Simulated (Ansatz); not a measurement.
# NaVSe3 (model cell, started as cubic perovskite with V in the octahedra): following an unstable mode, part 3 of 3

Aim: this structure of NaVSe3 (model cell, started as cubic perovskite with V in the octahedra) is to be tested for unstable modes, and one is followed downhill.

Ansatz 0.2.0; DFT PBE, scalar-relativistic, plane waves, PAW; PAW set soft_1.

So far. Step 4 (The mode frozen in, largest atomic shift 0.32 Å): The run ends at a pressure of 1.33 GPa, with forces up to 0.98 eV/Å. Step 5 (Energy along the mode, all amplitudes (two of the runs …): The lowest of the steps tried is at 0.32 Å, 11.6 meV/atom below the parent; the bottom of the well need not coincide with a step.

The structure was built from a prototype and need not be the compound's stable phase.

**7. The new phase in its own primitive cell**

The relaxed structure is symmetrised, reduced to its primitive cell and relaxed tightly, as its phonons need.

input.yaml

```yaml
crystal:
  lattice:
    - [9.3773081194, 0.0, 0.0]
    - [0.0, 4.4008768049, 0.0]
    - [0.0, 0.0, 6.2008859254]
  atoms:
    - { symbol: Na, position: [0.0, 0.0, 0.0] }
    - { symbol: Na, position: [0.5, 0.0, 0.0] }
    - { symbol: V, position: [0.25, 0.5, 0.577715317] }
    - { symbol: V, position: [0.75, 0.5, 0.422284683] }
    - { symbol: Se, position: [0.0, 0.5, 0.5] }
    - { symbol: Se, position: [0.5, 0.5, 0.5] }
    - { symbol: Se, position: [0.25, 0.5, 0.9435496367] }
    - { symbol: Se, position: [0.75, 0.5, 0.0564503633] }
    - { symbol: Se, position: [0.25, 0.0, 0.4059307804] }
    - { symbol: Se, position: [0.75, 0.0, 0.5940692196] }
kpoints:
  mp_grid: { grid: [4, 8, 6] }
hamiltonian:
  xc: pbe
  pseudopotentials: { kind: paw, azcp: { folder: soft_1 } }
scf:
  occupations: { method: methfessel_paxton, width: 0.2 }
output:
  forces: true
  stress: true
  eigenvalues: true
relax:
  adjacent_minimum: "off"
  f_tol: 0.001
  max_steps: 60
  cell: { stress_tol: 0.01 }
```

Launch:

```
> ansatz run input.yaml --threads 4 --pin off --max-ram 16384MiB --backend cpu --events-out ev --progress --plain --runs-dir out
```

Numbers of over 12 decimals in the logs are rounded to 6 here.

What it wrote:

```text
[...]
Crystal: 10 atoms, lattice volume = 255.901 Å³
Basis set: ecut = 420 eV, 5001 PW (Γ), exchange–correlation on 128×60×90 points (8 copies of the dense FFT grid, shifted against one another)
Bands: 84, of which v1, the nominal top of the filled ones, is band 70 counted from 1 (69 counted from 0)
Symmetry: 8 space group operations
[...]
k-points: 60 of 192
[...]
- { symbol: Na, position: [0.500000, 0, 0] }
    - { symbol: V, position: [0.250000, 0.5, 0.577473] }
    - { symbol: V, position: [0.75, 0.5, 0.422527] }
    - { symbol: Se, position: [0, 0.5, 0.5] }
    - { symbol: Se, position: [0.500000, 0.5, 0.5] }
    - { symbol: Se, position: [0.250000, 0.5, 0.942913] }
    - { symbol: Se, position: [0.75, 0.5, 0.057087] }
    - { symbol: Se, position: [0.250000, 0, 0.405474] }
    - { symbol: Se, position: [0.75, 0, 0.594526] }
[key lines of the parts left out:]
SCF converged after 6 iterations
Free energy (F): -41617.721620 eV
Fermi energy:    6.405289 eV
P = ⅓ Tr σ = 0.0001 GPa (0.001 kbar)
```

The job ended after 2.6 min (4 threads of Arm Neoverse V1, shared host; peak memory 1.4 GiB).

Step by step:

```csv
step,energy less that of the first step (eV),largest force component (eV/Å),pressure (GPa),volume (Å³)
1,0.0000,0.0014,0.00,255.90
2,0.0000,0.0017,0.00,255.95
3,0.0000,0.0023,0.00,256.03
4,0.0000,0.0044,0.00,256.08
5,0.0000,0.0005,0.00,256.04
6*,0.0000,0.0005,0.00,256.04
```

Relaxation steps marked * repeat the geometry before them on a plane-wave basis chosen anew for their cell, so energy and pressure can jump there.

The run keeps the 8 symmetry operations that it works with, so distortions that break them were not tested.

```csv
"conventional cell, symmetrised",before,after,change
a (Å),9.377,9.376,-0.0 %
b (Å),4.401,4.398,-0.1 %
c (Å),6.201,6.209,+0.1 %
volume (Å³/atom),25.59,25.60,+0.1 %
```

This step gave:

* pressure: 1.06e-4 GPa
* volume per atom: 25.60 Å³

The largest force component left is 0.52 meV/Å and the pressure is 0.000 GPa, within the tolerances set. The cell now holds 25.60 Å³/atom.

**8. Modes of the new phase, k-mesh 4×8×6**

A relaxed structure may still be a saddle point, so its zone-centre modes are computed. No field response is asked, since the mesh shows no gap.

input.yaml, the sections that differ from step 7:

```yaml
crystal:
  lattice:
    - [9.3763431539, 0.0, 0.0]
    - [0.0, 4.3977513967, 0.0]
    - [0.0, 0.0, 6.2092957494]
  atoms:
    - { symbol: Na, position: [0.0, 0.0, 0.0] }
    - { symbol: Na, position: [0.5, 0.0, 0.0] }
    - { symbol: V, position: [0.25, 0.5, 0.5774731845] }
    - { symbol: V, position: [0.75, 0.5, 0.4225268155] }
    - { symbol: Se, position: [0.0, 0.5, 0.5] }
    - { symbol: Se, position: [0.5, 0.5, 0.5] }
    - { symbol: Se, position: [0.25, 0.5, 0.9429125102] }
    - { symbol: Se, position: [0.75, 0.5, 0.0570874898] }
    - { symbol: Se, position: [0.25, 0.0, 0.4054744301] }
    - { symbol: Se, position: [0.75, 0.0, 0.5945255699] }
output:
  eigenvalues: true
phonons:
  method: dfpt
# kpoints, hamiltonian, scf: as in step 7
# relax: removed
```

What it wrote:

```text
zone centre: on kpoints.mp_grid the ground state, and the responses unless they are solved on pairs of k-points, stand on 70 of the mesh's 192 k-points, reduced under 2 symmetry operations, with k and −k counted as one. Each operation leaves every solved displacement unchanged or reverses it
[...]
Crystal: 10 atoms, lattice volume = 256.039 Å³
Basis set: ecut = 420 eV, 5001 PW (Γ), exchange–correlation on 128×60×90 points (8 copies of the dense FFT grid, shifted against one another)
Bands: 84, of which v1, the nominal top of the filled ones, is band 70 counted from 1 (69 counted from 0)
Symmetry: 8 space group operations
k-points: 70 of 192 (irreducible under 2 space group operations, time reversal used)
[...]
SCF iter   1: F=—  HF=-41632.075974 eV  |F-HF|=—  |Δ(HF+E_count)|=         —  Δρ=2.29e-1  dr2=2.31e2  ethr=3.10e-3  ⟨swp⟩=5.6  Hψ=19881  notcnv=0
[...]
SCF iter  14: F=-41617.721620 eV  HF=-41617.721620 eV  |F-HF|=7.28e-12  |Δ(HF+E_count)|=  2.18e-11  S|Δr|=    0.00e0  Δρ=4.83e-8  dr2=8.56e-12  ethr=1.00e-12  ⟨swp⟩=12.3  Hψ=30867  notcnv=0
SCF 1 converged in 14 iterations: F = -41617.721620 eV  dr2 = 8.56e-12
[...]
DFPT response loops at Γ: preconditioner auto → Kerker (q_TF=auto, 2.467 Å⁻¹) (partly filled bands, converged f_vac=0.129); β = 1.00, the filter's whole step (`scf.mixing.beta` (0.50) is not read by the response loops under this deck's `scf.mixing.preconditioner`; to damp them name `kerker` or `kerker_dos`, under which they read `scf.mixing.beta`, and type it under 1.00, their step now; both keys bind the ground state too); Broyden in place of MSR1
SCF converged after 14 iterations
[...]
Free energy (F): -41617.721620 eV
[...]
Internal energy: -41617.741855 eV  (E = F + TS)
E sigma→0 (E₀):  -41617.726678 eV
Entropy (-TS):   0.020235 eV (2.023 meV/atom)
Fermi energy:    6.405288 eV
[...]
--- Band table (eV; the first three rows and the last of 70) ---
  k-point 0: bands = [... 66 lower, 4.6471, 5.0270, 5.7134, 5.8303, 6.3099, 6.4571, 6.6924, 7.5253, ... 10 higher]
  k-point 1: bands = [... 66 lower, 4.6249, 5.1504, 5.7138, 5.8752, 6.2027, 6.5528, 6.7481, 7.5252, ... 10 higher]
  k-point 2: bands = [... 66 lower, 4.7092, 5.3874, 5.7145, 5.9761, 6.0746, 6.6437, 6.8715, 7.5249, ... 10 higher]
  k-point 69: bands = [... 66 lower, 5.2871, 5.2871, 6.1551, 6.1551, 6.6169, 6.6169, 6.6928, 6.6928, ... 10 higher]
--- Phonons (Γ-DFPT): 15 representative perturbations + reference, on 70 of 192 k-points (Σ response iterations 55) ---
  k mesh reduced under 2 symmetry operations, with k and −k counted as one. Each operation leaves every solved displacement unchanged or reverses it
  ASR residual: 8.437e-5 → 0.000e0 eV/Å²; symmetrization residual: 2.131e-5 eV/Å²
  ASR residual per site (eV/Å²): 2.48e-5 2.48e-5 8.44e-5 8.44e-5 7.86e-5 7.86e-5 3.12e-5 3.12e-5 3.59e-5 3.59e-5
  Γ frequencies (cm⁻¹): -155.05 -63.86 -43.47 -41.46 -35.45 -24.34 -4.74 0.00 0.00 0.00 30.69 37.65 42.91 58.48 65.02 75.83 78.89 79.84 85.29 92.21 116.58 122.76 146.67 214.47 223.55 229.20 248.50 251.57 349.40 355.32
  non-analytic LO–TO correction: not included (Born effective charges unavailable; polar crystals: no LO–TO splitting at Γ)
```

Wall time 19 min (4 threads); peak memory 4.5 GiB.

Numbers from this step:

| Quantity | Value |
| --- | --- |
| sum-rule residual before enforcement | 8.44e-5 eV/Å² |
| point group | mmm |
| highest optical mode at the zone centre (no LO-TO term) | 355.3 cm⁻¹ |
| lowest optical zone-centre mode | -155.1 cm⁻¹ |

Patterns of degenerate modes are one choice out of their space. Modes at Γ, with each element's share of the kinetic energy (negative means imaginary):

```csv
mode,frequency (cm⁻¹),symmetry,Na %,V %,Se %
1,-155.1,B3u,1,52,47
2,-63.9,B2u,2,10,88
3,-43.5,B3u,19,0,81
4,-41.5,B2g,0,4,96
5,-35.5,B3g,0,36,64
6,-24.3,B1u,89,0,10
7,-4.7,B3u,83,0,16
8,0.0,acoustic,7,16,76
9,0.0,acoustic,7,16,76
10,0.0,acoustic,7,16,76
11,30.7,B1u,5,4,91
12,37.6,Au,15,0,85
13,42.9,Ag,0,15,85
14,58.5,B2u,75,13,12
15,65.0,Au,85,0,15
16,75.8,B3u,80,5,15
17,78.9,B3g,0,16,84
18,79.8,B2g,0,2,98
19,85.3,B1u,93,0,7
20,92.2,B2u,15,15,69
21,116.6,B3u,10,11,80
22,122.8,B1u,3,10,86
23,146.7,Ag,0,14,86
24,214.5,B3u,0,15,85
25,223.6,B1u,0,0,99
26,229.2,B2g,0,94,6
27,248.5,B3g,0,48,52
28,251.6,B2u,0,45,55
29,349.4,B1u,1,69,30
30,355.3,Ag,0,70,30
```

Displacements in mode 1 (-155.1 cm⁻¹), the largest set to 1:
```
Na1 -0.01  0.00  0.23
Na2 -0.01  0.00 -0.23
V3   1.00  0.00  0.00
V4   1.00  0.00  0.00
Se5  0.05  0.00 -0.37
Se6  0.05  0.00  0.37
Se7 -0.02  0.00  0.00
Se8 -0.02  0.00  0.00
Se9 -0.67  0.00  0.00
Se10-0.67  0.00  0.00
```

Displacements in mode 2 (-63.9 cm⁻¹), the largest set to 1:
```
Na1  0.00 -0.35  0.00
Na2  0.00 -0.35  0.00
V3   0.00 -0.47  0.00
V4   0.00 -0.47  0.00
Se5  0.00  1.00  0.00
Se6  0.00  1.00  0.00
Se7  0.00 -0.56  0.00
Se8  0.00 -0.56  0.00
Se9  0.00 -0.03  0.00
Se10 0.00 -0.03  0.00
```

Before it was imposed, the acoustic sum rule was missed by 8.4e-5 eV/Å². Small misses are needed for a sound result but don't prove that mesh and cutoff are converged. The lowest optical mode is imaginary, 155.1i cm⁻¹, so the energy falls along it.

**9. Outcome**

* unstable mode of the parent: q = (0, 0, -0.5), 123i cm⁻¹
* depth at the lowest point sampled: 11.6 meV/atom
* largest atomic shift at that point: 0.32 Å
* space group reached (within 0.01 Å): Pmma
* energy gained over the parent (first relaxation, on the mesh of the frozen mode): 78.7 meV/atom
* volume per atom, phase reached: 25.6 Å³
* lowest optical zone-centre mode, phase reached: -155 cm⁻¹
* highest optical mode at the zone centre (no LO-TO term), phase reached: 355 cm⁻¹

What this shows: Along this mode the structure falls into Pmma, 78.7 meV/atom below the parent. At the parent's cell the well is 11.62 meV/atom deep on the steps tried, with its lowest point at a shift of 0.32 Å. Relaxing atoms and cell changes the gain by +67.03 meV/atom against the lowest step (energies at zero smearing). Most of the total comes from this relaxation. The new phase still has an imaginary mode at the zone centre of its cell, so it is a saddle point on the way to a lower structure. Of the 5 patterns followed to their end from this parent, this one ends 53.7 meV/atom above the lowest, Amm2. Each path keeps the symmetry of its pattern, so a lower phase may lie along a pattern not tried. With no gap, or one that is small against the smearing, the frequencies hang on the k mesh and the smearing, most of all near Kohn anomalies. The phonon runs are without spin polarisation, although V often carries a moment. A phonon run warned that its eigensolver left some bands unconverged in a pass. The starting cell was built on a prototype and not taken from a measurement, so the phase need not exist.

[Logs are printed without paths, hosts, clocks, repeated set-up lines and the standing remarks that a program may print on its own settings, such as how far it seeks lower states.]

[Hosts, paths, dates, database ids (printed as entryN), source tags and the programs' standing remarks are cut or masked in the printed files.]
